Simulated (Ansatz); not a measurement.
# How Li4NF (model structure) absorbs and reflects light

What colour and refractive index does Li4NF (model structure) have at this level of theory? The cell was made here by substitution or stacking, whether or not such a phase is known. It was built so: All Cl replaced by F in the R-3m structure of Li4NCl.

Program: Ansatz 0.2.0. Level of theory: DFT, PBE, plane-wave PAW, default files, scalar-relativistic, independent-particle optical response without local fields. Results are calculated unless marked as measured.

This is a report of a sequence of runs, with most program output left out.

**1. The starting structure**

It takes space group R-3m (No. 166, trigonal). The conventional cell has a = 3.407 Å, b = 3.407 Å, c = 18.419 Å, α = 90.00°, β = 90.00°, γ = 120.00°. F has 6 Li at 2.34 Å nearest. N has 8 Li at 1.80 to 1.98 Å nearest. Li has 3 N at 1.98 Å and 3 Li at 2.01 Å nearest. Nearest to Li lie 1 N at 1.80 Å and 3 F at 2.34 Å. All Cl replaced by F in the R-3m structure of Li4NCl. Farther neighbours and most contacts between anions are not listed.

**2. Relaxation**

The structure was built or cut out here, so it is relaxed before any spectrum is computed.

This step: DFT, PBE, plane-wave PAW, default files, scalar-relativistic, relaxation (Ansatz 0.2.0).

The input, input.yaml:

```yaml
crystal:
  lattice:
    - [1.70359049, 0.98356843, 6.13981876]
    - [-1.70359049, 0.98356843, 6.13981876]
    - [0.0, -1.96713686, 6.13981876]
  atoms:
    - { symbol: F, position: [0.5, 0.5, 0.5] }
    - { symbol: "N", position: [0.0, 0.0, 0.0] }
    - { symbol: Li, position: [0.34445453, 0.34445453, 0.34445453] }
    - { symbol: Li, position: [0.65554547, 0.65554547, 0.65554547] }
    - { symbol: Li, position: [0.0974799, 0.0974799, 0.0974799] }
    - { symbol: Li, position: [0.9025201, 0.9025201, 0.9025201] }
kpoints:
  mp_grid: { grid: [8, 8, 8] }
scf:
  occupations: { method: fermi_dirac, width: 0.05 }
hamiltonian:
  xc: pbe
  pseudopotentials: { kind: paw }
output:
  forces: true
  stress: true
relax:
  f_tol: 0.02
  max_steps: 50
  cell: {}
```

Started as:

```bash
ansatz run input.yaml --threads 2 --pin off --max-ram 5120MiB --backend cpu --events-out ev --progress --plain --runs-dir out
```

Run time: 14 s. Hardware: 2 threads of Arm Neoverse V2, shared host; peak memory 0.37 GiB.

The steps of the relaxation:

| step | energy less that of the first step (eV) | largest force component (eV/Å) | pressure (GPa) | volume (Å³) |
| --- | --- | --- | --- | --- |
| 1 | 0.0000 | 1.5377 | 4.23 | 61.73 |
| 2 | -0.2266 | 0.5639 | 2.74 | 60.02 |
| 3 | -0.2672 | 0.1873 | 1.37 | 60.54 |
| 4 | -0.2854 | 0.0785 | 0.89 | 60.47 |
| 5 | -0.2873 | 0.0128 | 0.08 | 61.23 |
| 6 | -0.2873 | 0.0042 | 0.03 | 61.28 |
| 7 | -0.2873 | 0.0007 | 0.00 | 61.30 |
| 8* | -0.2880 | 0.0007 | 0.00 | 61.30 |
| 9 | -0.2882 | 0.0007 | 0.00 | 61.26 |
| 10* | -0.2881 | 0.0007 | 0.00 | 61.26 |

Relaxation steps marked * repeat the geometry before them on a plane-wave basis chosen anew for their cell, so energy and pressure can jump there.

Forces are held to the 12 operations that the run works with; a distortion that breaks them can't arise in this run.

| conventional cell, symmetrised | before | after | change |
| --- | --- | --- | --- |
| a (Å) | 3.407 | 3.468 | +1.8 % |
| b (Å) | 3.407 | 3.468 | +1.8 % |
| c (Å) | 18.419 | 17.650 | -4.2 % |
| volume (Å³/atom) | 10.29 | 10.21 | -0.7 % |

The atoms that moved most (Å, as changes of fractional coordinates times the final cell):

| atom | dx | dy | dz | length |
| --- | --- | --- | --- | --- |
| Li5 | 0.000 | 0.000 | 0.194 | 0.194 |
| Li6 | 0.000 | 0.000 | -0.194 | 0.194 |
| Li3 | 0.000 | 0.000 | 0.125 | 0.125 |
| Li4 | 0.000 | 0.000 | -0.125 | 0.125 |

The relaxation ends with a largest force component of 6.9e-4 eV/Å and a pressure of 0.00 GPa.

**3. Ground state and bands**

The self-consistent density comes first; it also tells whether there is a gap, which decides the occupations and the need for a Drude term.

This step: DFT, PBE, plane-wave PAW, default files, scalar-relativistic, ground state (Ansatz 0.2.0).

The input, input.yaml:

```yaml
crystal:
  lattice:
    - [1.7337840622, 1.001000695, 5.883385284]
    - [-1.7337840622, 1.001000695, 5.883385284]
    - [0.0, -2.00200139, 5.883385284]
  atoms:
    - { symbol: F, position: [0.5, 0.5, 0.5] }
    - { symbol: "N", position: [0.0, 0.0, 0.0] }
    - { symbol: Li, position: [0.3515434435, 0.3515434435, 0.3515434435] }
    - { symbol: Li, position: [0.6484565565, 0.6484565565, 0.6484565565] }
    - { symbol: Li, position: [0.1084656008, 0.1084656008, 0.1084656008] }
    - { symbol: Li, position: [0.8915343992, 0.8915343992, 0.8915343992] }
kpoints:
  mp_grid: { grid: [8, 8, 8] }
  band_path:
    path:
      - [[0.0, 0.0, 0.0], [0.5, 0.0, 0.0], [0.5, 0.18596514, -0.18596514]]
      - [[0.81403486, 0.5, 0.18596514], [0.5, 0.5, 0.5], [0.0, 0.0, 0.0], [0.34298257, 0.0, -0.34298257]]
      - [[0.65701743, 0.34298257, 0.0], [0.5, 0.5, 0.0], [0.65701743, 0.65701743, 0.18596514], [0.5, 0.5, 0.5]]
      - [[0.5, 0.0, 0.0], [0.81403486, 0.34298257, 0.34298257]]
    npoints: 7
scf:
  occupations: { method: fermi_dirac, width: 0.05 }
  n_extra_bands: 10
hamiltonian:
  xc: pbe
  pseudopotentials: { kind: paw }
output:
  forces: true
  stress: true
  populations: true
  write_bands: true
```

The job ended after 2.5 s (2 threads; peak memory 0.36 GiB).

This step gave:

* free energy: -2015.2375 eV
* Fermi energy: 4.308 eV
* gap by band count: 0.7760 eV
* electrons: 24
* symmetry operations: 12
* pressure: -0.001122 GPa
* volume: 61.26 Å³
* gap on the path: 0.7760 eV
* least direct gap on the path: 0.7760 eV

There is a gap, 0.78 eV on the path, so no carriers' term is needed. The cell is left with a pressure of 0.0 GPa after its relaxation.

The electronic bands at the labelled points (eV, zero at the Fermi level; v1 is the highest filled band, c1 the lowest empty one):

| point | v4 | v3 | v2 | v1 | c1 | c2 | c3 | c4 |
| --- | --- | --- | --- | --- | --- | --- | --- | --- |
| Γ | -6.58 | -2.49 | -0.45 | -0.45 | 0.33 | 5.20 | 5.64 | 8.02 |
| 0.43 of the way | -6.68 | -2.23 | -1.50 | -0.93 | 1.42 | 4.24 | 6.41 | 7.96 |
| L | -6.79 | -2.66 | -1.54 | -1.42 | 2.46 | 3.43 | 6.21 | 7.00 |
| 0.43 of the way | -6.79 | -2.55 | -1.80 | -1.37 | 2.78 | 3.78 | 5.19 | 6.26 |
| B1 | -6.79 | -2.26 | -2.18 | -1.29 | 2.83 | 3.63 | 5.24 | 6.36 |
| jump to B | -6.79 | -2.26 | -2.18 | -1.29 | 2.83 | 3.63 | 5.24 | 6.36 |
| 0.57 of the way | -6.71 | -2.43 | -1.44 | -1.02 | 1.68 | 3.85 | 6.67 | 7.73 |
| Z | -6.58 | -2.96 | -0.47 | -0.47 | 1.22 | 3.30 | 7.18 | 8.11 |
| 0.43 of the way | -6.58 | -2.79 | -0.46 | -0.46 | 0.83 | 3.88 | 6.79 | 8.07 |
| Γ | -6.58 | -2.49 | -0.45 | -0.45 | 0.33 | 5.20 | 5.64 | 8.02 |
| 0.57 of the way | -6.80 | -2.10 | -1.96 | -1.32 | 2.49 | 3.48 | 6.09 | 7.44 |
| X | -6.79 | -2.24 | -2.22 | -1.28 | 2.97 | 3.56 | 5.11 | 6.33 |
| jump to Q | -6.79 | -2.24 | -2.22 | -1.28 | 2.97 | 3.56 | 5.11 | 6.33 |
| 0.43 of the way | -6.80 | -2.38 | -1.85 | -1.31 | 1.99 | 4.11 | 5.84 | 6.62 |
| F | -6.81 | -2.47 | -1.51 | -1.33 | 1.41 | 4.38 | 5.69 | 7.51 |
| 0.43 of the way | -6.81 | -2.47 | -1.51 | -1.34 | 1.44 | 4.38 | 5.72 | 7.24 |
| P1 | -6.80 | -2.49 | -1.51 | -1.38 | 1.56 | 4.36 | 5.85 | 6.80 |
| 0.43 of the way | -6.72 | -2.29 | -1.64 | -1.11 | 1.70 | 3.97 | 6.51 | 7.09 |
| Z | -6.58 | -2.96 | -0.47 | -0.47 | 1.22 | 3.30 | 7.18 | 8.11 |
| jump to L | -6.79 | -2.66 | -1.54 | -1.42 | 2.46 | 3.43 | 6.21 | 7.00 |
| 0.43 of the way | -6.79 | -2.62 | -1.53 | -1.41 | 2.12 | 3.78 | 6.25 | 6.63 |
| P | -6.80 | -2.49 | -1.51 | -1.38 | 1.56 | 4.36 | 5.85 | 6.80 |

**4. Spectrum**

The spectrum is a sum over vertical transitions between filled and empty bands at the fixed density, so many empty bands are needed.

This step: DFT, PBE, plane-wave PAW, default files, scalar-relativistic, independent-particle optical response without local fields (Ansatz 0.2.0).

input.yaml, the sections that differ from step 3:

```yaml
kpoints:
  mp_grid: { grid: [8, 8, 8] }
scf:
  occupations: { method: fixed }
output:
  optics:
    e_range: [0, 20]
    de: 0.05
    sigma: 0.15
    nscf_kmesh: { grid: [8, 8, 8] }
    bands: auto
# crystal, hamiltonian: as in step 3
```

Run time: 60 s. Hardware: 2 threads; peak memory 0.91 GiB.

Numbers from this step:

```
electronic dielectric constant ε∞, mean over x, y and z (by symmetry where fewer were run)                                                          : 4.472
absorption onset, first axis (α over 10⁴ cm⁻¹, or the direct gap if that lies higher)                                                               : 0.7811 eV
main peak of Im epsilon, first axis                                                                                                                 : 8.741 eV
centre of weight of the strongest loss peak in the window                                                                                           : 11.74 eV
photocurrent from vertical transitions in a film 500 nm thick on a perfect mirror (two passes), AM1.5G, no front reflection, all carriers collected : 53.81 mA/cm²
least direct gap on the mesh                                                                                                                        : 0.7761 eV
bands summed                                                                                                                                        : 59
spectra valid up to                                                                                                                                 : 40.64 eV
program's estimate of the k-sum error in Im epsilon                                                                                                 : 0.07 %
electrons in the f-sum                                                                                                                              : 15.34
```

The Im ε has structure finer than the step of the table below, so its rows give means over 1 eV, whole bins alone (the curve runs from 0 to 20 eV). Peaks (eV: height): E ∥ x or y 1.1: 1.50, 4.0: 5.13, 7.7: 3.30, 8.8: 5.19, 15.3: 1.39; E ∥ z 4.0: 7.76, 5.9: 4.70, 8.8: 2.59, 13.8: 2.16.

Im ε against photon energy; means over each step:

| photon energy (eV) | E ∥ x or y | E ∥ z |
| --- | --- | --- |
| 1 | 0.988 | 0.0602 |
| 2 | 0.801 | 0.509 |
| 3 | 2.55 | 2.15 |
| 4 | 4.02 | 5.45 |
| 5 | 1.92 | 2.55 |
| 6 | 0.586 | 3.10 |
| 7 | 0.859 | 1.14 |
| 8 | 2.70 | 1.62 |
| 9 | 4.08 | 2.38 |
| 10 | 2.12 | 1.23 |
| 11 | 1.85 | 0.888 |
| 12 | 0.634 | 0.729 |
| 13 | 1.14 | 1.38 |
| 14 | 1.15 | 1.64 |
| 15 | 1.18 | 1.27 |
| 16 | 0.997 | 1.20 |
| 17 | 0.577 | 0.779 |
| 18 | 0.445 | 0.506 |
| 19 | 0.473 | 0.512 |

Re ε against photon energy:

| photon energy (eV) | E ∥ x or y | E ∥ z |
| --- | --- | --- |
| 0 | 4.61 | 4.20 |
| 1 | 4.97 | 4.45 |
| 2 | 4.05 | 4.98 |
| 3 | 6.05 | 6.47 |
| 4 | 1.65 | 3.30 |
| 5 | 0.937 | 1.35 |
| 6 | 1.58 | -0.00129 |
| 7 | 3.44 | 1.50 |
| 8 | 2.37 | 1.34 |
| 9 | 0.433 | 0.961 |
| 10 | 0.110 | 0.237 |
| 11 | -0.203 | 0.759 |
| 12 | 0.479 | 1.13 |
| 13 | 0.958 | 1.58 |
| 14 | 0.666 | 0.188 |
| 15 | 0.753 | 0.814 |
| 16 | 0.342 | 0.400 |
| 17 | 0.308 | 0.206 |
| 18 | 0.635 | 0.431 |
| 19 | 0.604 | 0.367 |
| 20 | 0.670 | 0.608 |

The reflectivity at normal incidence has structure finer than the step of the table below, so its rows give means over 1 eV, whole bins alone (the curve runs from 0 to 20 eV). Peaks (eV: height): E ∥ x or y 0.8: 16.5, 4.0: 26.0, 7.7: 17.3, 8.9: 26.7, 11.3: 30.1, 16.6: 13.0; E ∥ z 4.0: 32.7, 6.0: 28.8, 9.6: 18.1, 13.9: 16.6, 16.2: 14.5.

The reflectivity at normal incidence by photon energy; means over each step:

| photon energy (eV) | E ∥ x or y (%) | E ∥ z (%) |
| --- | --- | --- |
| 1 | 14.7 | 12.8 |
| 2 | 12.2 | 14.8 |
| 3 | 19.6 | 20.1 |
| 4 | 21.6 | 27.5 |
| 5 | 11.2 | 14.8 |
| 6 | 3.31 | 22.2 |
| 7 | 9.82 | 7.27 |
| 8 | 14.9 | 8.19 |
| 9 | 24.7 | 15.3 |
| 10 | 18.0 | 11.7 |
| 11 | 23.4 | 4.80 |
| 12 | 8.59 | 2.77 |
| 13 | 6.05 | 6.80 |
| 14 | 7.64 | 12.0 |
| 15 | 8.17 | 8.44 |
| 16 | 11.7 | 12.2 |
| 17 | 9.47 | 11.4 |
| 18 | 3.56 | 6.29 |
| 19 | 3.42 | 5.91 |

The loss function −Im 1/ε at q → 0 has structure finer than the step of the table below, so its rows give means over 0.5 eV, whole bins alone (the curve runs from 0 to 20 eV). Peaks (eV: height): E ∥ x or y 5.35: 0.537, 11.70: 1.52, 16.80: 1.48, 18.55: 0.871; E ∥ z 6.60: 0.968, 10.15: 0.918, 14.20: 0.743, 17.60: 1.40, 19.15: 1.36.

The loss function −Im 1/ε at q → 0 by energy loss; means over each step:

| energy loss (eV) | E ∥ x or y | E ∥ z |
| --- | --- | --- |
| 0.5 | 0.00219 | 1.2e-5 |
| 1.0 | 0.0493 | 0.00198 |
| 1.5 | 0.0682 | 0.00993 |
| 2.0 | 0.0448 | 0.0206 |
| 2.5 | 0.0256 | 0.0255 |
| 3.0 | 0.0628 | 0.0431 |
| 3.5 | 0.120 | 0.0787 |
| 4.0 | 0.197 | 0.119 |
| 4.5 | 0.337 | 0.267 |
| 5.0 | 0.401 | 0.315 |
| 5.5 | 0.445 | 0.225 |
| 6.0 | 0.193 | 0.263 |
| 6.5 | 0.0591 | 0.671 |
| 7.0 | 0.0489 | 0.375 |
| 7.5 | 0.109 | 0.312 |
| 8.0 | 0.190 | 0.339 |
| 8.5 | 0.137 | 0.262 |
| 9.0 | 0.234 | 0.345 |
| 9.5 | 0.355 | 0.520 |
| 10.0 | 0.499 | 0.818 |
| 10.5 | 0.440 | 0.665 |
| 11.0 | 0.489 | 0.643 |
| 11.5 | 1.10 | 0.501 |
| 12.0 | 1.05 | 0.390 |
| 12.5 | 0.497 | 0.262 |
| 13.0 | 0.510 | 0.305 |
| 13.5 | 0.594 | 0.358 |
| 14.0 | 0.659 | 0.576 |
| 14.5 | 0.670 | 0.667 |
| 15.0 | 0.620 | 0.579 |
| 15.5 | 0.734 | 0.640 |
| 16.0 | 0.950 | 0.755 |
| 16.5 | 1.20 | 1.00 |
| 17.0 | 1.40 | 1.19 |
| 17.5 | 1.21 | 1.38 |
| 18.0 | 0.751 | 1.16 |
| 18.5 | 0.836 | 0.934 |
| 19.0 | 0.813 | 1.19 |
| 19.5 | 0.784 | 1.10 |

Values under 1 per cm are given as 1. Absorption coefficient against photon energy:

| photon energy (eV) | E ∥ x or y (1/cm) | E ∥ z (1/cm) |
| --- | --- | --- |
| 0.0 | 1 | 1 |
| 0.5 | 40.4 | 1 |
| 1.0 | 32470 | 770 |
| 1.5 | 46040 | 7580 |
| 2.0 | 37560 | 23914 |
| 2.5 | 31664 | 41240 |
| 3.0 | 1.7e5 | 1.2e5 |
| 3.5 | 3.5e5 | 3.0e5 |
| 4.0 | 5.5e5 | 6.5e5 |
| 4.5 | 3.8e5 | 5.6e5 |
| 5.0 | 4.3e5 | 4.2e5 |
| 5.5 | 2.5e5 | 4.0e5 |
| 6.0 | 1.3e5 | 8.8e5 |
| 6.5 | 73430 | 6.1e5 |
| 7.0 | 1.1e5 | 2.7e5 |
| 7.5 | 4.4e5 | 4.1e5 |
| 8.0 | 5.7e5 | 4.6e5 |
| 8.5 | 7.3e5 | 5.7e5 |
| 9.0 | 1.3e6 | 8.5e5 |
| 9.5 | 1.2e6 | 9.2e5 |
| 10.0 | 9.7e5 | 7.0e5 |
| 10.5 | 9.6e5 | 5.2e5 |
| 11.0 | 1.2e6 | 4.8e5 |
| 11.5 | 8.6e5 | 4.4e5 |
| 12.0 | 4.4e5 | 3.8e5 |
| 12.5 | 4.6e5 | 3.9e5 |
| 13.0 | 6.8e5 | 6.4e5 |
| 13.5 | 8.3e5 | 9.9e5 |
| 14.0 | 7.9e5 | 1.2e6 |
| 14.5 | 8.2e5 | 9.2e5 |
| 15.0 | 8.2e5 | 8.6e5 |
| 15.5 | 1.1e6 | 1.1e6 |
| 16.0 | 9.4e5 | 1.1e6 |
| 16.5 | 9.5e5 | 1.0e6 |
| 17.0 | 7.0e5 | 9.6e5 |
| 17.5 | 5.4e5 | 7.8e5 |
| 18.0 | 4.4e5 | 5.7e5 |
| 18.5 | 6.0e5 | 6.1e5 |
| 19.0 | 5.5e5 | 7.7e5 |
| 19.5 | 5.0e5 | 4.9e5 |
| 20.0 | 4.8e5 | 3.5e5 |

Optical constants at common wavelengths, from n + ik = √ε:

| wavelength (nm) | n xy | k xy | R (%) xy | 1/α xy | n z | k z | R (%) z | 1/α z |
| --- | --- | --- | --- | --- | --- | --- | --- | --- |
| 1550 | 2.35 | 0.145 | 16.4 | 848 nm | 2.08 | 0.001 | 12.4 | 122 µm |
| 1064 | 2.14 | 0.346 | 14.3 | 245 nm | 2.13 | 0.018 | 13.0 | 4.6 µm |
| 800 | 2.01 | 0.292 | 12.1 | 218 nm | 2.18 | 0.056 | 13.8 | 1.1 µm |
| 532 | 2.12 | 0.139 | 13.0 | 305 nm | 2.29 | 0.149 | 15.5 | 284 nm |
| 405 | 2.50 | 0.634 | 20.9 | 51 nm | 2.59 | 0.432 | 20.7 | 75 nm |
| 365 | 2.33 | 0.901 | 21.7 | 32 nm | 2.62 | 0.745 | 23.2 | 39 nm |
| 248 | 1.28 | 0.840 | 13.3 | 24 nm | 1.43 | 0.833 | 13.3 | 24 nm |

Rows near the edge hang on the gap, which this functional as a rule makes too small, and phonon-assisted absorption is left out.

In reflection the computed colour is faintly blue: x = 0.288, y = 0.295, luminous reflectivity 14 %.

Through 1 µm of it, D65 light comes out yellow, dark (x = 0.418, y = 0.460; 3 % transmitted). A larger true gap would move the edge to shorter wavelengths and change the colour.

The first strong peak, at 3.95 eV, fits the third-highest filled and the lowest empty band, which run nearly parallel at that distance over 100 % of F–P1; the match rests on energies alone.

The f-sum over the summed bands holds 15.3 of the cell's 24 electrons outside the frozen cores, 12 of which lie in bands more than 12 eV below the Fermi level, whose transitions come at higher energies. Up to 20 eV the strength has a mean oscillator energy of 6.8 eV, close to the main peak.

**5. Static response with local fields**

A static field by perturbation theory: the induced potential is included, and the Born charges come with it.

This step: DFT, PBE, plane-wave PAW, default files, scalar-relativistic, static field response by perturbation theory with local fields (Ansatz 0.2.0).

input.yaml, as its differences from that of step 4:

```diff
@@ -19,8 +19,2 @@
   pseudopotentials: { kind: paw }
-output:
-  optics:
-    e_range: [0, 20]
-    de: 0.05
-    sigma: 0.15
-    nscf_kmesh: { grid: [8, 8, 8] }
-    bands: auto
+dielectric: {}
```

Elapsed: 1.8 min, on 2 threads; peak memory 1.4 GiB.

Numbers from this step:

```
electronic dielectric constant ε∞, mean over x, y and z (by symmetry where fewer were run) : 4.180
```

ε∞ with local fields:

```
4.51 0.00 0.00
0.00 4.51 0.00
0.00 0.00 3.53
```

Diagonal elements. Born, by row:

| atom | Z*xx (e) | Z*yy (e) | Z*zz (e) |
| --- | --- | --- | --- |
| F1 | -1.153 | -1.153 | -1.746 |
| N2 | -2.624 | -2.624 | -1.327 |
| Li3 | 0.834 | 0.834 | 0.359 |
| Li4 | 0.834 | 0.834 | 0.359 |
| Li5 | 1.054 | 1.054 | 1.177 |
| Li6 | 1.054 | 1.054 | 1.177 |

Mean Born charges are F -1.35, N -2.19 and Li +0.89, against formal valences of -1, -3 and +1. They are far from isotropic: N has -2.62, -2.62 and -1.33 along x, y and z.

**6. Summary of results**

```
gap on the path                                                                                                                                     : 0.776 eV
least direct gap on the path                                                                                                                        : 0.776 eV
electronic dielectric constant ε∞, mean over x, y and z (by symmetry where fewer were run) (independent particles)                                  : 4.47
absorption onset, first axis (α over 10⁴ cm⁻¹, or the direct gap if that lies higher)                                                               : 0.781 eV
main peak of Im epsilon, first axis                                                                                                                 : 8.74 eV
centre of weight of the strongest loss peak in the window, first axis                                                                               : 11.7 eV
photocurrent from vertical transitions in a film 500 nm thick on a perfect mirror (two passes), AM1.5G, no front reflection, all carriers collected : 53.8 mA/cm²
electronic dielectric constant ε∞, mean over x, y and z (by symmetry where fewer were run) (static response with local fields)                      : 4.18
```

In words: At this level (PBE, independent particles) Li4NF has a mean ε∞ = 4.47 (4.18 with local fields) and n = 2.35 at 1550 nm (E ∥ x); absorption sets in near 0.8 eV, and Im ε peaks at 8.7 eV (E ∥ x). The cell shrank by 0.7 % in volume. The gap on the path is direct, 0.78 eV. Absorption passes 10⁴ cm⁻¹ from the direct gap on, 0.78 eV, in the infrared, so it absorbs across the visible. The strongest loss structure up to 20 eV has its centre of weight at 11.7 eV; a free-electron gas of the 15.3 electrons in the f-sum would put its plasmon at 18.6 eV. Distinct maxima of Im ε, read by a parabola through the highest points, lie at 3.95 eV (5.1), 7.71 eV (3.3), 8.74 eV (5.2) and 10.66 eV (2.3) for E ∥ x or y. The first strong peak, at 3.95 eV, fits the third-highest filled and the lowest empty band, which run nearly parallel at that distance over 100 % of F–P1; the match rests on energies alone. In reflection the computed colour is faintly blue: x = 0.288, y = 0.295, luminous reflectivity 14 %. In the base spectrum excitons and phonon-assisted transitions are missing, and so are local fields; PBE gaps are as a rule too small, which pulls the onset down and ε∞ up. In the base run ε includes the program's bounded estimate of what the bands above those summed add.

[Logs are printed without paths, hosts, clocks, repeated set-up lines and the standing remarks that a program may print on its own settings, such as how far it seeks lower states.]

[Hosts, paths, dates, database ids (printed as entryN), source tags and the programs' standing remarks are cut or masked in the printed files.]
